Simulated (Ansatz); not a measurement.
# Antimonene monolayer in a perpendicular field

What dipole does a perpendicular field induce in the antimonene monolayer, and does the gap follow? A positive field points along +c.

Main program and level: Ansatz 0.2.0; plane-wave DFT, PBE-D3(BJ), Ansatz PAW.

## Step 1: Set-up

The cell holds 2 atoms: 2 Sb. Its edges and angles: a = 4.120 Å, b = 4.120 Å, c = 34.250 Å, α = 90.0°, β = 90.0°, γ = 120.0°. Vacuum lies along c.

Structure file:

```cif
data_structure
_symmetry_space_group_name_H-M 'P 1'
_symmetry_Int_Tables_number 1
_cell_length_a 4.1200
_cell_length_b 4.1200
_cell_length_c 34.2500
_cell_angle_alpha 90.000
_cell_angle_beta 90.000
_cell_angle_gamma 120.000
_cell_volume 503.48
loop_
_atom_site_label
_atom_site_type_symbol
_atom_site_fract_x
_atom_site_fract_y
_atom_site_fract_z
_atom_site_occupancy
Sb1 Sb 0.66667 0.33333 0.47591 1
Sb2 Sb 0.33333 0.66667 0.52409 1
```

## Step 2: Relaxation

The starting cell is a guess, so the in-plane lattice and the atoms are relaxed first, with the slab cut off from its images along the normal.

input.yaml

```yaml
crystal:
  lattice:
    - [4.12, 0.0, 0.0]
    - [-2.06, 3.5680246636, 0.0]
    - [0.0, 0.0, 34.249999999]
  atoms:
    - { symbol: Sb, position: [0.6666666667, 0.3333333333, 0.4759124088] }
    - { symbol: Sb, position: [0.3333333333, 0.6666666667, 0.5240875912] }
  periodic: [true, true, false]
kpoints:
  mp_grid: { grid: [12, 12, 1] }
hamiltonian:
  xc: pbe
  dispersion: d3bj
scf:
  occupations: { method: fermi_dirac, width: 0.05 }
  convergence: { dr2_threshold: 1.0e-09 }
relax:
  f_tol: 0.004
  max_steps: 90
  cell: {}
output:
  write_potential: true
  write_density: true
  volumetric_format: npy
```

Started as:

```bash
ansatz run input.yaml --threads 2 --pin off --max-ram 3072MiB --backend cpu --events-out ev --progress --plain --runs-dir out
```

Numbers of over 12 decimals in the logs are rounded to 6 here.

The program printed:

```text
Warning: relax.cell: scf.convergence.dr2_threshold = 1e-9 eV is looser than the 1.47359501995e-10 eV advised for a relaxation that steers and ends on the stress (1e-10 eV for each atom of the cell: 2, times the square of relax.cell.stress_2d_tol = 0.05 N/m over 11.6 Å (the atoms' height at the walk's start and 5 Å past either face), 4.292e-2 GPa, over a crystal's default 0.05). What an SCF threshold leaves in a stress goes as its square root, and in the free energy as the threshold itself, and one threshold admits the most on a small cell: [figures from the program's tests cut] Set scf.convergence.dr2_threshold to 1.47359501995e-10 eV or tighter. [rest of the remark cut]
Engine: ansatz 0.2.0, x86_64-unknown-linux-gnu
Pseudopotentials: kind: paw
Pseudopotential: Sb, paw, valence charge 15, recommended cutoff 420 eV (normal), Sb.paw.azcp
Functional definition: PBE
  parameter kappa = 0.804
  parameter beta = 0.066725
  exchange = pbe_x(kappa = kappa, mu = beta*pi^2/3)
  correlation = pbe_c(beta = beta)
Crystal: 2 atoms, lattice volume = 503.484 Å³
Basis set: ecut = 420 eV, 9751 PW (Γ), exchange–correlation on 60×60×480 points (8 copies of the dense FFT grid, shifted against one another)
Bands: 19, of which v1, the nominal top of the filled ones, is band 15 counted from 1 (14 counted from 0)
Symmetry: 12 space group operations
Space group: P-3m1 (ITA 164), of the structure as read, at distance tolerance 8.0e-5 Å
k-points: 19 of 144
Non-local potential: Sb, projectors of the file, l = 0: 2, l = 1: 2, l = 2: 2, l = 3: 2
PAW form: soft (Blöchl's): semilocal exchange-correlation on the pseudo side does not see the compensation charge
PAW one-centre angular grid: Sb, 590 points (default); XC on 64 Gauss nodes
Initial density: superposition of atomic densities (neutral atoms: chi_scale 0, normalization atom), corrected by the library's trained network
Initial wavefunctions: pseudopotential atomic-orbital guess
Functional: x = pbe(κ = 0.804, μ = 0.219515), c = pbe(β = 0.066725)
SCF iter   1: F=—  HF=-12969.282667 eV  |F-HF|=—  |Δ(HF+E_count)|=         —  Δρ=6.14e-4  dr2=3.29e-3  ethr=1.77e-3  ⟨swp⟩=12.5  Hψ=2884  notcnv=0
preconditioner: auto → Resta (q_TF=auto, 1.705 Å⁻¹)  ε∞=1.4  [insulator: Δε(μ)=1.279 eV  Ē_g=7.827 eV  σ=0.050 eV  W_gap=1.00  n_scr=18 (ndim 8)  ℏωp=5.2 eV  f_vac=0.818  D(μ)=0.00/eV (n_scr^D=0)  ε∞_Penn≈1.4  vacuum switching on, ρ_ref=4.4e-3 e/Å³]
SCF iter   2: F=—  HF=-12969.281671 eV  |F-HF|=—  |Δ(HF+E_count)|=   9.96e-4  Δρ=3.62e-4  dr2=9.95e-4  ethr=1.10e-5  ⟨swp⟩=3.2  Hψ=985  notcnv=0
SCF iter   3: F=—  HF=-12969.282325 eV  |F-HF|=—  |Δ(HF+E_count)|=   6.54e-4  Δρ=1.29e-4  dr2=7.33e-5  ethr=3.32e-6  ⟨swp⟩=2.9  Hψ=772  notcnv=0
SCF iter   4: F=—  HF=-12969.282426 eV  |F-HF|=—  |Δ(HF+E_count)|=   1.01e-4  Δρ=3.73e-5  dr2=6.35e-6  ethr=2.44e-7  ⟨swp⟩=3.0  Hψ=762  notcnv=0
SCF iter   5: F=—  HF=-12969.282438 eV  |F-HF|=—  |Δ(HF+E_count)|=   1.15e-5  Δρ=1.06e-5  dr2=7.08e-7  ethr=2.12e-8  ⟨swp⟩=2.9  Hψ=727  notcnv=0
SCF iter   6: F=—  HF=-12969.282453 eV  |F-HF|=—  |Δ(HF+E_count)|=   1.56e-5  Δρ=2.44e-6  dr2=3.30e-8  ethr=2.36e-9  ⟨swp⟩=3.0  Hψ=734  notcnv=0
SCF iter   7: F=—  HF=-12969.282453 eV  |F-HF|=—  |Δ(HF+E_count)|=   2.87e-8  Δρ=3.60e-7  dr2=1.18e-9  ethr=1.10e-10  ⟨swp⟩=3.0  Hψ=762  notcnv=0
SCF iter   8: F=-12969.282453 eV  HF=-12969.282453 eV  |F-HF|=2.64e-10  |Δ(HF+E_count)|=   1.78e-9  Δρ=7.50e-8  dr2=3.82e-11  ethr=3.33e-12  ⟨swp⟩=10.9  Hψ=2283  notcnv=0
SCF 1 converged in 8 iterations: F = -12969.282453 eV  dr2 = 3.82e-11
  greatest PAW one-centre occupation: 0.996 electrons in one spin orbital (limit 2), on the Sb atom at site 1 (counted from 0), in its partial waves of l = 2
relax step   1: F+E_penalty+E_count = -12969.28245339 eV  Δ(F+E_penalty+E_count) = +0.000e0 eV  max|allowed force component| = 1.606e-1 eV/Å  Δτ_max = 0.0000 Å  P = -0.632 N/m  Ω = 503.484 Å³  fix = [c, alpha, beta]  reactions: c -0.000 N/m  (8 SCF iters, accepted)
Crystal: 2 atoms, lattice volume = 497.962 Å³
Basis set: ecut = 420 eV, 9655 PW (Γ), exchange–correlation on 60×60×480 points (8 copies of the dense FFT grid, shifted against one another)
Initial density: handed on by an earlier stage of this run
Initial wavefunctions: those handed on with the density
iter 1 solved again at ethr=6.00e-6 eV; its pass at ethr=3.10e-3 eV (dr2=1.80e-3 eV) is discarded
SCF iter   1: F=—  HF=-12969.284028 eV  |F-HF|=—  |Δ(HF+E_count)|=         —  Δρ=4.42e-4  dr2=1.57e-3  ethr=6.00e-6  ⟨swp⟩=2.6  Hψ=2651  notcnv=0
preconditioner: auto → Resta (q_TF=auto, 1.708 Å⁻¹)  ε∞=1.4  [insulator: Δε(μ)=1.345 eV  Ē_g=7.950 eV  σ=0.050 eV  W_gap=1.00  n_scr=18 (ndim 8)  ℏωp=5.3 eV  f_vac=0.818  D(μ)=0.00/eV (n_scr^D=0)  ε∞_Penn≈1.4  vacuum switching on, ρ_ref=4.6e-3 e/Å³]
SCF iter   2: F=—  HF=-12969.283581 eV  |F-HF|=—  |Δ(HF+E_count)|=   4.47e-4  Δρ=2.32e-4  dr2=1.92e-4  ethr=5.23e-6  ⟨swp⟩=3.2  Hψ=703  notcnv=0
SCF iter   3: F=—  HF=-12969.283552 eV  |F-HF|=—  |Δ(HF+E_count)|=   2.89e-5  Δρ=5.58e-5  dr2=1.60e-5  ethr=6.40e-7  ⟨swp⟩=2.9  Hψ=695  notcnv=0
SCF iter   4: F=—  HF=-12969.283554 eV  |F-HF|=—  |Δ(HF+E_count)|=   2.02e-6  Δρ=1.16e-5  dr2=5.75e-7  ethr=5.33e-8  ⟨swp⟩=3.8  Hψ=740  notcnv=0
SCF iter   5: F=—  HF=-12969.283571 eV  |F-HF|=—  |Δ(HF+E_count)|=   1.70e-5  Δρ=2.13e-6  dr2=2.16e-8  ethr=1.92e-9  ⟨swp⟩=3.6  Hψ=752  notcnv=0
SCF iter   6: F=—  HF=-12969.283571 eV  |F-HF|=—  |Δ(HF+E_count)|=   1.64e-8  Δρ=5.67e-7  dr2=1.03e-9  ethr=7.21e-11  ⟨swp⟩=2.9  Hψ=716  notcnv=0
SCF iter   7: F=-12969.283571 eV  HF=-12969.283571 eV  |F-HF|=6.37e-11  |Δ(HF+E_count)|=   1.76e-9  Δρ=8.19e-8  dr2=2.60e-11  ethr=3.33e-12  ⟨swp⟩=11.3  Hψ=2387  notcnv=0
SCF 2 converged in 7 iterations: F = -12969.283571 eV  dr2 = 2.60e-11
relax step   2: F+E_penalty+E_count = -12969.28357068 eV  Δ(F+E_penalty+E_count) = -1.117e-3 eV  max|allowed force component| = 2.883e-1 eV/Å  Δτ_max = 0.0208 Å  P = -0.054 N/m  Ω = 497.962 Å³  energy of the carried Pulay correction = +1.332e-4 eV  fix = [c, alpha, beta]  reactions: c -0.000 N/m  (7 SCF iters, accepted)
Crystal: 2 atoms, lattice volume = 494.703 Å³
iter 1 solved again at ethr=3.72e-6 eV; its pass at ethr=3.10e-3 eV (dr2=1.12e-3 eV) is discarded
SCF iter   1: F=—  HF=-12969.289924 eV  |F-HF|=—  |Δ(HF+E_count)|=         —  Δρ=3.46e-4  dr2=1.24e-3  ethr=3.72e-6  ⟨swp⟩=3.0  Hψ=2542  notcnv=0
preconditioner: auto → Resta (q_TF=auto, 1.710 Å⁻¹)  ε∞=1.4  [insulator: Δε(μ)=1.240 eV  Ē_g=7.919 eV  σ=0.050 eV  W_gap=1.00  n_scr=18 (ndim 8)  ℏωp=5.3 eV  f_vac=0.816  D(μ)=0.00/eV (n_scr^D=0)  ε∞_Penn≈1.4  vacuum switching on, ρ_ref=4.5e-3 e/Å³]
SCF iter   2: F=—  HF=-12969.289520 eV  |F-HF|=—  |Δ(HF+E_count)|=   4.04e-4  Δρ=1.84e-4  dr2=9.38e-5  ethr=3.72e-6  ⟨swp⟩=3.9  Hψ=755  notcnv=0
SCF iter   3: F=—  HF=-12969.289501 eV  |F-HF|=—  |Δ(HF+E_count)|=   1.98e-5  Δρ=6.28e-5  dr2=1.21e-5  ethr=3.13e-7  ⟨swp⟩=2.9  Hψ=675  notcnv=0
SCF iter   4: F=—  HF=-12969.289498 eV  |F-HF|=—  |Δ(HF+E_count)|=   2.36e-6  Δρ=8.89e-6  dr2=3.21e-7  ethr=4.04e-8  ⟨swp⟩=2.2  Hψ=463  notcnv=0
SCF iter   5: F=—  HF=-12969.289516 eV  |F-HF|=—  |Δ(HF+E_count)|=   1.75e-5  Δρ=9.62e-7  dr2=1.32e-8  ethr=1.07e-9  ⟨swp⟩=3.0  Hψ=729  notcnv=0
SCF iter   6: F=-12969.289516 eV  HF=-12969.289516 eV  |F-HF|=2.98e-10  |Δ(HF+E_count)|=   1.71e-9  Δρ=4.03e-7  dr2=4.33e-10  ethr=3.33e-12  ⟨swp⟩=12.3  Hψ=2619  notcnv=0
SCF 3 converged in 6 iterations: F = -12969.289516 eV  dr2 = 4.33e-10
relax step   3: F+E_penalty+E_count = -12969.28951572 eV  Δ(F+E_penalty+E_count) = -5.945e-3 eV  max|allowed force component| = 2.878e-2 eV/Å  Δτ_max = 0.0166 Å  P = -0.144 N/m  Ω = 494.703 Å³  energy of the carried Pulay correction = +2.125e-4 eV  fix = [c, alpha, beta]  reactions: c -0.000 N/m  (6 SCF iters, accepted)
[...]
relax step   4: F+E_penalty+E_count = -12969.29024641 eV  Δ(F+E_penalty+E_count) = -7.307e-4 eV  max|allowed force component| = 8.753e-3 eV/Å  Δτ_max = 0.0045 Å  P = -0.042 N/m  Ω = 491.425 Å³  energy of the carried Pulay correction = +2.928e-4 eV  fix = [c, alpha, beta]  reactions: c -0.000 N/m  (6 SCF iters, accepted)
[...]
relax step   5: F+E_penalty+E_count = -12969.29029678 eV  Δ(F+E_penalty+E_count) = -5.036e-5 eV  max|allowed force component| = 7.894e-4 eV/Å  Δτ_max = 0.0002 Å  P = -0.003 N/m  Ω = 490.643 Å³  energy of the carried Pulay correction = +3.120e-4 eV  fix = [c, alpha, beta]  reactions: c -0.000 N/m  (4 SCF iters, accepted)
Initial wavefunctions: pseudopotential atomic-orbital guess (no wavefunctions were taken with the density)
iter 1 solved again at ethr=1.42e-6 eV; its pass at ethr=3.10e-3 eV (dr2=4.25e-4 eV) is discarded
SCF iter   1: F=—  HF=-12969.289947 eV  |F-HF|=—  |Δ(HF+E_count)|=         —  Δρ=8.77e-6  dr2=4.70e-8  ethr=1.42e-6  ⟨swp⟩=4.6  Hψ=4144  notcnv=0
eigensolver tolerance schedule: the retry pair's looser diagonalisation over-reported the residual by 9034.29 of it (diagonalisation noise at an unbounded share of the residual, at the tolerance the schedule requests for it); recorded, not acted on — ethr = c·dr2/N_el stays at c = 1.0e-1
preconditioner: auto → Resta (q_TF=auto, 1.712 Å⁻¹)  ε∞=1.4  [insulator: Δε(μ)=1.175 eV  Ē_g=7.924 eV  σ=0.050 eV  W_gap=1.00  n_scr=18 (ndim 8)  ℏωp=5.3 eV  f_vac=0.816  D(μ)=0.00/eV (n_scr^D=0)  ε∞_Penn≈1.4  vacuum switching on, ρ_ref=4.6e-3 e/Å³]
SCF iter   2: F=—  HF=-12969.289967 eV  |F-HF|=—  |Δ(HF+E_count)|=   1.92e-5  Δρ=4.64e-6  dr2=1.42e-8  ethr=1.57e-10  ⟨swp⟩=5.2  Hψ=1108  notcnv=0
SCF iter   3: F=—  HF=-12969.289967 eV  |F-HF|=—  |Δ(HF+E_count)|=   4.53e-8  Δρ=8.02e-7  dr2=2.47e-9  ethr=4.75e-11  ⟨swp⟩=2.6  Hψ=666  notcnv=0
SCF iter   4: F=-12969.289967 eV  HF=-12969.289967 eV  |F-HF|=1.53e-10  |Δ(HF+E_count)|=  9.60e-10  Δρ=2.46e-7  dr2=1.39e-10  ethr=3.33e-12  ⟨swp⟩=17.5  Hψ=3130  notcnv=0
SCF 6 converged in 4 iterations: F = -12969.289967 eV  dr2 = 1.39e-10
relax step   6: F+E_penalty+E_count = -12969.28996665 eV  Δ(F+E_penalty+E_count) = +3.301e-4 eV  max|allowed force component| = 7.154e-4 eV/Å  Δτ_max = 0.0000 Å  P = -0.002 N/m  Ω = 490.643 Å³  fix = [c, alpha, beta]  reactions: c -0.000 N/m  stress off target by 1.96e-3 N/m on what of the cell is left free  SCF on the basis re-selected at this cell (its energy is not comparable with the rows above)  (4 SCF iters)
basis re-selected at this cell: Δ(F+E_penalty+E_count) = +3.301e-4 eV, ΔP = +0.001 N/m vs the last step (what re-selecting the basis moved, of the pressure what is left beyond the Pulay correction that the steps carried, after the strain that the cell walked since its last selection, with what the two solves' SCF thresholds leave and, on support functions, any second-order correction that the steps lacked; it is no m [...]
SCF converged after 4 iterations
Free energy (F): -12969.289967 eV
Harris-Foulkes:  -12969.289967 eV  (|F-HF|=1.53e-10)
Internal energy: -12969.289966 eV  (E = F + TS)
E sigma→0 (E₀):  -12969.289966 eV
Entropy (-TS):   -0.000001 eV (-0.000 meV/atom)
Fermi energy:    -4.134718 eV
--- Per-component energies (eV) ---
  E_band       = -757.497783
  E_kinetic    = 412.964947
  E_local      = -45684.554658  (includes V_loc(G=0)·N_el)
  E_nonlocal   = 724.320867
  E_hartree    = 22484.778128
  E_xc         = -275.933369
  E_vxc        = -191.066718  (∫ρ·V_xc dr)
  E_paw        = -9150.587544  (= ΣΔE_a)
  E_vpaw       = -988.719344  (= ΣTr[D̂ρ^β])
  E_aug_tail   = -0.000003  (compensation charges beyond the density's cutoff)
  E_ewald      = 18520.195024
  E_disp       = -0.473357  (pairwise vdW)
  E_smearing   = -0.000001  (= −TS)
  E_closure    = 0.000000  (closes the sum)
  Σ components = -12969.289967   (vs F -12969.289967, Δ=0.00e0)
--- Forces (eV/Å), atoms counted from 1 ---
  atom   1  Sb     0.00000000     0.00000000     0.00071535
  atom   2  Sb    -0.00000000    -0.00000000    -0.00071535
  max |Σ_I F_I| component: 0.00e0 eV/Å
--- 2D stress c σ (N/m, compression-positive) ---
       -0.001957      -0.000000       0.000000
        0.000000      -0.001957       0.000000
        0.000000       0.000000      -0.000000
  P = ½ c Tr σ = -0.0020 N/m
--- Band table (eV; the first three rows and the last of 19) ---
  k-point 0: bands = [... 11 lower, -11.1811, -5.5094, -4.6929, -4.6929, -3.0280, -1.9088, -1.9088, -0.5437]
  k-point 1: bands = [... 11 lower, -11.1709, -5.4736, -5.4405, -4.8716, -2.5622, -1.9873, -1.7413, -0.4340]
  k-point 2: bands = [... 11 lower, -11.1739, -6.5631, -5.3956, -5.2661, -2.9512, -1.4250, -1.3765, -0.1789]
  k-point 18: bands = [... 11 lower, -13.2789, -8.3764, -6.6493, -6.6493, -3.3739, -1.2021, -1.2021, 1.8355]
  the weakly bound empty levels are not read free of the cell's end (no_gap_told)
--- Relaxed structure (5 steps of the walk, 5 accepted, 1 SCFs on fresh bases) ---
  F+E_penalty+E_count = -12969.28996665 eV   max|allowed force component| = 7.154e-4 eV/Å   (the final SCF, on the basis selected at the relaxed cell)
  cell:  # Å, volume = 490.6427 Å³
    - [4.067121, 0, 0]
    - [-2.033560, 3.522230, 0]
    - [0, 0, 34.249999999]
  atoms:
    - { symbol: Sb, position: [0.666667, 0.333333, 0.475898] }
    - { symbol: Sb, position: [0.333333, 0.666667, 0.524102] }
```

Wall time 48 s (2 threads of Intel Xeon at 2.70GHz, shared host); peak memory 0.71 GiB.

Relaxation path:

```csv
step,energy less that of the first step (eV),largest force component (eV/Å),volume (Å³)
1,0.0000,0.1606,503.48
2,-0.0011,0.2883,497.96
3,-0.0071,0.0288,494.70
4,-0.0078,0.0088,491.43
5,-0.0078,0.0008,490.64
6*,-0.0075,0.0007,490.64
```

Relaxation steps marked * repeat the geometry before them on a plane-wave basis chosen anew for their cell, so energy and pressure can jump there.

The run keeps the 12 symmetry operations that it works with, so distortions that break them were not tested.

```csv
cell as run,before,after,change
a (Å),4.120,4.067,-1.3 %
b (Å),4.120,4.067,-1.3 %
```

The relaxed structure:

```
Sb
1.0
     4.06712    0.00000    0.00000
    -2.03356    3.52223    0.00000
     0.00000    0.00000   34.25000
Sb
2
Cartesian
  2.0336 1.1741 16.2995
  0.0000 2.3482 17.9505
```

The lattice constant a goes from 4.120 to 4.067 Å.

(Continued in part 2 of 2.)

[Logs are printed without paths, hosts, clocks, repeated set-up lines and the standing remarks that a program may print on its own settings, such as how far it seeks lower states.]

[Hosts, paths, dates, database ids (printed as entryN), source tags and the programs' standing remarks are cut or masked in the printed files.]

[Maps of the electrostatic potential energy from Ansatz leave out the sawtooth potential of an applied field or a dipole correction, so their vacuum need not be flat; planar profiles and work functions include it.]
